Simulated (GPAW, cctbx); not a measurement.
# Bonding in ZnCd2Bi2 as X-rays see it

Question: by how much does bonding change the X-ray structure factors of ZnCd2Bi2, how firmly does DFT give the change, and what does a routine refinement make of it?

The start was made by putting kin elements into a known structure type; the compound need not exist, or be stable, in this form. All numbers below are calculated.

### 1. Relax the structure

The density hangs on the geometry, so cell and atoms are relaxed first, with the symmetry held. The cutoff is set higher than for the density because stress converges slowly with plane waves.

Settings: GPAW 26.7.0, PBE, 570 eV, 5×5×3 k-points (along the axes of the calculation cell), Fermi–Dirac width 0.1 eV, BFGS to 0.03 eV/Å.

```text
cell
1.0
     4.342000000    0.000000000    0.000000000
    -2.171000000    3.760282303    0.000000000
     0.000000000    0.000000000    7.216000000
Bi Cd Zn
2 2 1
Direct
0.333333333 0.666666667 0.245700000
0.666666667 0.333333333 0.754300000
0.333333333 0.666666667 0.635300000
0.666666667 0.333333333 0.364700000
0.000000000 0.000000000 0.000000000
```

```console
$ OMP_NUM_THREADS=1 mpirun -n 4 gpaw python run.py > gpaw.log
```

```text
BFGS:    0       -9.612439        3.179347
BFGS:    1      -10.211269        2.606706
BFGS:    2      -11.474596        1.136730
BFGS:    3      -11.851051        0.444942
...
BFGS:   17      -11.939631        0.038807
BFGS:   18      -11.939848        0.037629
BFGS:   19      -11.940236        0.028734
cell  4.5800 4.5800 7.6975  90.00 90.00 120.00
volume 139.836 A^3, largest force 0.027 eV/A, largest stress 0.06 GPa
```

The cell moved far, while the k-mesh and basis were chosen for the start, so the final shape may be somewhat biased.

After 19 steps the volume has changed by +18.7 % and the energy by -2.328 eV; the largest stress left is 0.06 GPa. It took 4.1 min on 4 cores of Arm Neoverse V2 (shared host), peak memory 1.5 GiB.

Relaxed structure: P-3m1 (no. 164), a = 4.5800 Å, b = 4.5800 Å, c = 7.6975 Å, α = 90.00°, β = 90.00°, γ = 120.00°.

| atom | mult. | x | y | z |
| --- | --- | --- | --- | --- |
| Bi1 | 2 | 1/3 | 2/3 | 0.1933 |
| Cd1 | 2 | 1/3 | 2/3 | 0.6012 |
| Zn1 | 1 | 0 | 0 | 0 |

### 2. Density and charge transfer

X-rays see the whole electron density, so the PAW density is rebuilt with its core regions. Subtracting spherical free atoms from the same code cancels the cores and leaves the deformation density Δρ, the part due to bonding.

Settings: PBE, 450 eV, 6×6×3 k-points (along the axes of the calculation cell), Fermi–Dirac width 0.1 eV; primitive cell of 5 atoms.

```console
$ OMP_NUM_THREADS=1 mpirun -n 4 gpaw python run.py > gpaw.log
```

```text
|iter:   1|       0s |  -12.158872 | +0.46 |       |
|iter:   2|       2s |  -12.092589 | -1.33 | -1.52 |
|iter:   3|       3s |  -11.867579 | -1.54 | -1.57 |
...
|iter:  11|      11s |  -11.863801c| -6.44 | -5.21c|
|iter:  12|      12s |  -11.863801c| -7.14 | -5.63c|
|iter:  13|      13s |  -11.863801c| -7.64c| -6.33c|
```

```text
grid (48, 48, 80)  electrons 292.000  moved by bonding 0.728 e
deformation density beyond 0.5 A of the nuclei: max 0.045, min -0.055 e/A^3
atom        x       y       z   Voronoi charge  moment
Bi1    0.3333  0.6667  0.1933     -0.097       0.00
Bi2    0.6667  0.3333  0.8067     -0.097       0.00
Cd3    0.3333  0.6667  0.6012      0.070       0.00
Cd4    0.6667  0.3333  0.3988      0.070       0.00
Zn5    0.0000  0.0000  0.0000      0.053       0.00
mean inner potential of superposed free atoms 17.280 V
total magnetic moment 0.000 muB
```

Deformation density in a plane through the shortest contact of the Bi atom at the origin, in 0.01 e/Å³ (clipped at ±99); x from -1.6 to 4.6 Å, y from 2.4 down to -2.4 Å:

```text
  1  -3  -4  -4  -4  -1   1   1   0   1  -2  -1   0   1   2   0
  1   0  -1  -1   0   1   1   0   0   0   1   1   1   1   1   0
  1   1   2   3   2   1   0   0   0   1   3   3   2   1   1   1
  1   1   2   2   2   1   0   0   1   1   2   1   1   0   1   1
  1   1   0   1   2   1  -1   1   1   0  -2  -4  -4  -1   1   1
  2   1   0  -2   .  -2   1   2   2  -2  -4   .  -3  -3   1   2
  3   1   0   .   .  -1   2   3   2  -3  -3   .   .  -4   1   3
  3   1  -1  -2   .  -2   1   2   2  -2  -4   .  -4  -3   1   2
  2   1  -2  -1   0   0   0   1   1  -1  -3  -4  -3  -1   1   1
  1   1   1   1   2   2   1   1   1   0   0   1   2   1   1   0
  0   1   1   2   3   2   1   1   1   1   1   3   3   2   0   0
  0   0   1   0   0  -1  -1   0   1   1   1   1   2   0   0   0
  0   0  -1  -4  -4  -3  -5  -1   1   2   0   0  -2   0   0   1
```

Atoms in or within 0.15 Å of the plane: Bi (0.0, 0.0), Zn (3.0, 0.0) Å. Dots mark points within about 0.45 Å of a nucleus; large values next to them are atomic features.

Bi gains most (-0.10 e) and Cd loses most (+0.07 e); Bi is the most electronegative element, but the order of the others doesn't follow electronegativity. Along the shortest contact from the Bi atom at the map's origin, Bi–Zn at 3.03 Å, Δρ is +0.03 e/Å³ at the midpoint: little piles up between the atoms, as is usual in a metallic crystal, which this run finds. At the midpoints of other shortest contacts it is +0.01 (Cd–Cd, 3.07 Å) and +0.03 (Bi–Cd, 3.08 Å) e/Å³. Point values carry grid noise of about 0.01 e/Å³. The run needed 13 iterations, 18 s.

### 3. From the density to structure factors

The Fourier components of Δρ, added to those of the free atoms, give the static X-ray structure factors; the Mott–Bethe relation turns them into the Fourier components V of the potential that fast electrons feel.

```text
static structure factors of the conventional cell: F in electrons, V (Mott-Bethe) in volts
   h  k  l      d  |F| table  |F| free   |F| DFT   change   |V| free  |V| DFT  change %
   0  0  1  7.6975    10.576    10.512    10.583    0.071     0.205    0.068    -66.9
   1  0  0  3.9664    92.686    92.652    92.691    0.040     4.305    4.285     -0.5
   0  0  2  3.8488    62.820    62.724    62.935    0.210     2.239    2.137     -4.6
   1  0  1  3.5258    43.835    43.727    43.958    0.231     0.800    0.706    -11.8
   1  0 -1  3.5258   112.605   112.548   112.562    0.015     5.104    5.098     -0.1
   1  0  2  2.7621    80.060    80.038    79.952   -0.086     3.669    3.691      0.6
   1  0 -2  2.7621   215.020   214.871   214.615   -0.256     9.297    9.361      0.7
   0  0  3  2.5658    73.431    73.474    73.543    0.069     2.228    2.214     -0.7
   1  1  0  2.2900   236.734   236.480   236.157   -0.323     9.544    9.599      0.6
   1  1  1  2.1949    10.648    10.614    10.563   -0.051     0.001    0.009        -
   1  0  3  2.1544   187.132   186.908   186.661   -0.246     7.261    7.298      0.5
   1  0 -3  2.1544    46.813    46.815    46.689   -0.127     2.132    2.152      0.9
   2  0  0  1.9832    79.513    79.570    79.501   -0.070     2.763    2.772      0.3
   1  1  2  1.9680    56.304    56.449    56.434   -0.015     1.382    1.384      0.1
```

The largest X-ray change is -0.32 e on 110, 0.1 % of |F|. For electrons V goes as (Z − F)/g², so a change of F counts against Z − F, which is small at low angle and wherever the atoms' terms cancel: |V| of 001 moves by -66.9 % (0.20 to 0.07 V) against +0.7 % in |F|. These compare absolute values; so weak a component may also change sign. The last three rows still change by up to 0.13 e; the table stops while the angles are still low. The tabulated Hartree–Fock atoms differ from the free DFT atoms by up to 0.25 e, so the choice of reference atom matters too.

### 4. Which functional?

The same geometry is run with other functionals, to see whether the bonding signal is larger than the spread between approximations. Free atoms are LDA for LDA and PBE otherwise; meta-GGAs and hybrids keep PBE cores. Any other changed setting is in the row's label.

```csv
run,ΔF 110 (e),ΔF 1 0 -2 (e),ΔF 103 (e),q(Bi) (e),moved (e),time
PBE,-0.323,-0.256,-0.246,-0.097,0.728,18 s
LDA,-0.323,-0.252,-0.249,-0.086,0.702,17 s
r2SCAN,-0.297,-0.216,-0.226,-0.140,0.836,45 s
```

At the base's settings ΔF(110) spans -0.323 to -0.297 e, a spread of 8 % of the PBE value; over the three listed reflections the spread is at most 16 %, so sign and size hold across the functionals. Times are from shared hosts.

### 5. Refining ordinary atoms against data with bonding

Routine crystallography fits spherical atoms. To see the bias, intensities are simulated from tabulated atoms plus the DFT change ΔF, so that bonding alone can misfit (9194 reflections of the full sphere, merged to the counts below, to 0.4 Å, 0.5 % proportional noise plus counting noise, assumed isotropic U as listed, Δρ smeared by the mean U) and refined with cctbx over different ranges.

```
                    range  data      R1  GooF  U Bi1 (true 0.0053)  U Cd1 (true 0.0066)  U Zn1 (true 0.0079)  largest shift (Å)  Δρ max, min (e/Å³)
                 all data   924  0.0041  0.98               0.0053               0.0066               0.0079             0.0000         0.51, -0.59
 low resolution, d > 0.84   121  0.0026  1.06               0.0053               0.0066               0.0078             0.0002         0.30, -0.15
     high order, d < 0.75   763  0.0048  0.97               0.0053               0.0066               0.0079             0.0001         0.48, -0.65
occupancies free, d > 0.7   198  0.0026  1.02               0.0053               0.0066               0.0079             0.0002         0.33, -0.22
```

With all data GooF is 0.98, so at this noise the bonding hardly shows; the top residual peak lies 2.06 Å from Cd and 2.50 Å from Bi. No U is off by more than 3 s.u. at low resolution. With Bi1 held at 1 and the scale free, the other occupancies refine to Cd1 1.000(0.001) and Zn1 1.000(0.002), within three s.u. of full.

### 6. Answer

Bonding moves 0.73 e in the primitive cell of ZnCd2Bi2 and changes the structure factors of the conventional cell in the table above by at most 0.32 e (110, 0.1 %), and among reflections above 2 % of the strongest by up to 0.7 % (001). The shortest bond, Bi–Zn, has Δρ = +0.03 e/Å³ at its midpoint, with no localised bond charge. At the base's settings ΔF(110) spans -0.323 to -0.297 e, a spread of 8 % of the PBE value; over the three listed reflections the spread is at most 16 %, so sign and size hold across the functionals. With all data GooF is 0.98, so at this noise the bonding hardly shows. Limits: static density, frozen cores, no spin–orbit coupling.

[Outputs are excerpts: Python notices, other lines and further rows are left out; steps that failed or that the build refused (PBEsol, TPSS) are not shown.]

[Logs are printed without paths, hosts, clocks, repeated set-up lines and the standing remarks that a program may print on its own settings, such as how far it seeks lower states.]
